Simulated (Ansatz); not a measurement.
# Where V_Ba puts its levels in the gap of BaLa2S4 (I-42d), part 2 of 2

Aim: at which Fermi levels does V_Ba in BaLa2S4 (I-42d) change its charge? The model is a cell of 56 host atoms with 1 Ba taken out.

Ansatz; place-levels on PBEsol runs: charge-transition levels and formation energies with image-charge correction and potential alignment at the atomic sites.

So far: Starting point; The runs of each charge state; Levels against the band edges, PBEsol.

### Step 3. Levels against the band edges, PBEsol (continued)

Chemical potentials of the elements' reference phases, run alike. Formation energies (elemental references), with the Fermi level at the valence top and at the conduction bottom (gap 1.92 eV):

| charge | at valence top (eV) | at conduction bottom (eV) | correction included (eV) |
| --- | --- | --- | --- |
| +1 | 6.68 | 8.61 | -0.50 |
| 0 | 6.68 | 6.68 | 0.00 |
| −1 | 6.73 | 4.81 | 0.52 |
| −2 | 6.83 | 2.98 | 1.08 |

(Fermi level (eV), lowest formation energy (eV)): (0.00, 6.68), (0.17, 6.48), (0.35, 6.13), (0.52, 5.78), (0.70, 5.43), (0.87, 5.08), (1.05, 4.73), (1.23, 4.38), (1.40, 4.03), (1.58, 3.68), (1.75, 3.33), (1.92, 2.98)

### Step 4. The same at the relaxations' own k-points

The relaxations' own energies give the levels at their sampling, for comparison.

File levels.relax_mesh.yaml:

```yaml
host:
  run: host.relax.run
  levels_from: { run: edges.relax.run }
states: [qm2.relax.run, qm1_M1.relax.run, q0.relax.run, q0_M2.relax.run, qp1_M1.relax.run, qp1_M3.relax.run]
chemical_potentials:
  Ba:
    energy: -5862.611346
    dataset: <sha256 of the dataset>
```

On the command line:

```bash
$ ansatz place-levels levels.relax_mesh.yaml -- --threads 4 --pin off --max-ram 14131MiB
```

Log:

```text
(+1/0) 0.062 eV above the valence edge, 1.863 eV under the conduction edge
(0/-1) 0.134 eV above the valence edge, 1.790 eV under the conduction edge; not on the lower envelope
[...]
formation energy of charge +1: +6.489 eV with the Fermi level at the valence edge
formation energy of charge 0: +6.550 eV with the Fermi level at the valence edge
formation energy of charge -1: +6.685 eV with the Fermi level at the valence edge
formation energy of charge -2: +6.817 eV with the Fermi level at the valence edge
  edges by pbesol of host.levels_from (edges.relax.run), its mesh sampled to repeats of 38.14 Å (the valence edge +0.076 eV and the conduction edge -0.143 eV from those of the host's own run), gap 1.925 eV; the host is sampled to repeats of 12.45 Å
[... the lines on each state left out ...]
```

The job ended after 0.23 s (4 threads of Arm Neoverse V1, shared host).

Levels between neighbouring charges, in eV above the valence top:

|  | gap (eV) | (+1/0) | (0/−1) | (−1/−2) |
| --- | --- | --- | --- | --- |
| one point at (¼, ¼, ¼) | 1.92 | 0.06 | 0.13 | 0.13 |
| a 2×2×2 shifted mesh | 1.92 | 0.00 | 0.05 | 0.10 |

Going from one point at (¼, ¼, ¼) to a 2×2×2 shifted mesh moves the levels that carry no band-filling term by up to 0.08 eV and formation energies against the elements by up to 0.20 eV.

### Step 5. A changed set-up

The levels are placed again with one choice changed, to see how much they rest on it.

levels.try0.yaml is levels.point.yaml with these lines changed:

```diff
-static_epsilon: [20.97, 20.97, 18.13]
+static_epsilon: [7.76, 7.76, 7.54]
```

On the command line:

```bash
$ ansatz place-levels levels.try0.yaml -- --threads 4 --pin off --max-ram 14131MiB
```

Log:

```text
(+1/0) 0.068 eV beneath the valence edge (-0.104 eV without the band-filling correction), in the valence band
(0/-1) 0.151 eV above the valence edge, 1.774 eV under the conduction edge
(-1/-2) 0.399 eV above the valence edge, 1.525 eV under the conduction edge
formation energy of charge +1: +6.747 eV with the Fermi level at the valence edge
formation energy of charge 0: +6.680 eV with the Fermi level at the valence edge
formation energy of charge -1: +6.830 eV with the Fermi level at the valence edge
formation energy of charge -2: +7.230 eV with the Fermi level at the valence edge
vertical -2 to 0: no energy, since no alignment is typed
vertical -1 to 0: no energy, since no alignment is typed
vertical +1 to 0: no energy, since no alignment is typed
vertical +1 to 0: no energy, since no alignment is typed
[...]
[... the lines on each state left out ...]
```

The change: the electronic dielectric constant for relaxed ions.

Levels in eV above the valence top; the changed ones are not the defect's:

|  | gap (eV) | (+1/0) | (0/−1) | (−1/−2) |
| --- | --- | --- | --- | --- |
| changed | 1.92 | -0.07 | 0.15 | 0.40 |
| as set up | 1.92 | 0.00 | 0.05 | 0.10 |

The largest shift is 0.30 eV, band-filling terms included.

### Step 6. Another choice

The levels are placed again with one choice changed, to see how much they rest on it.

levels.try1.yaml is levels.point.yaml with these lines changed:

```diff
-epsilon: [7.76, 7.76, 7.54]
-static_epsilon: [20.97, 20.97, 18.13]
+epsilon: 1.0001
+static_epsilon: 1.0001
```

On the command line:

```bash
$ ansatz place-levels levels.try1.yaml -- --threads 4 --pin off --max-ram 14131MiB
```

Log:

```text
[...]
(0/-1) 1.230 eV above the valence edge, 0.695 eV under the conduction edge
(-1/-2) 1.952 eV above the valence edge (+3.635 eV without the band-filling correction), in the conduction band
formation energy of charge +1: +6.747 eV with the Fermi level at the valence edge
formation energy of charge 0: +6.680 eV with the Fermi level at the valence edge
formation energy of charge -1: +7.910 eV with the Fermi level at the valence edge
formation energy of charge -2: +9.862 eV with the Fermi level at the valence edge
vertical -2 to 0: no energy, since no alignment is typed
vertical -1 to 0: no energy, since no alignment is typed
vertical +1 to 0: no energy, since no alignment is typed
vertical +1 to 0: no energy, since no alignment is typed
[...]
[... the lines on each state left out ...]
```

The change: no screening of the image charge.

Levels in eV above the valence top; the changed ones are not the defect's:

|  | gap (eV) | (+1/0) | (0/−1) | (−1/−2) |
| --- | --- | --- | --- | --- |
| changed | 1.92 | -0.07 | 1.23 | 1.95 |
| as set up | 1.92 | 0.00 | 0.05 | 0.10 |

The largest shift is 1.85 eV, band-filling terms included.

### Step 7. What came out

| Property | Result |
| --- | --- |
| gap of the host | 1.92 eV (PBEsol) |
| level (plus 1/0) | 0.00 eV below the valence top |
| level (0/minus 1) | 0.05 eV above the valence top |
| level (minus 1/minus 2) | 0.10 eV above the valence top |
| lowest of the charges placed, just above the valence top (0.02 eV) | 0 |
| lowest of the charges placed, just below the conduction bottom (0.02 eV) | −2 |
| lowest formation energy at mid-gap of the charges run, elemental references | 4.91 eV |

In words: Of the charges placed (−2, −1, 0 and +1), the lowest changes at 0.05 eV (0/−1) and 0.10 eV (−1/−2) above the valence top, in a gap of 1.92 eV. (0/−1) and (−1/−2) lie nearer to a band edge than the share of the finite-size correction in them (0.52 and 0.56 eV), and that correction holds for a localised charge alone. (+1/0), (0/−1) and (−1/−2) lie 0.00, 0.05 and 0.10 eV from a band edge, less than the doubt on such levels. Charges below −2 were not placed, so these runs say nothing of levels that involve them. States placed: +1 at 1 μB and 3 μB; 0 at 0 μB and 2 μB; −1 at 1 μB; −2 at 0 μB. Other spin states or structures, where not listed, weren't placed. Going from one point at (¼, ¼, ¼) to a 2×2×2 shifted mesh moves the levels that carry no band-filling term by up to 0.08 eV and formation energies against the elements by up to 0.20 eV. What this leaves open: PBEsol makes the gap too small and tends to spread out bound carriers; spin–orbit coupling, which can matter with heavy atoms, is left out; force components of up to 0.16 eV/Å remain in a run at the final settings.

[Logs are printed without paths, hosts, clocks, repeated set-up lines and the standing remarks that a program may print on its own settings, such as how far it seeks lower states.]

[Hosts, paths, dates, database ids (printed as entryN), source tags and the programs' standing remarks are cut or masked in the printed files.]

[Where a table of states has a column of steps, it counts the stored structures, which are thinned; the runs took as many ionic steps or more.]

[A defect's name tells the site on which it was built; relaxed atoms can leave that site.]

[For some hosts the program warned that the k-mesh of the response run may be too coarse for force constants and the static dielectric constant; such warnings are not shown here.]
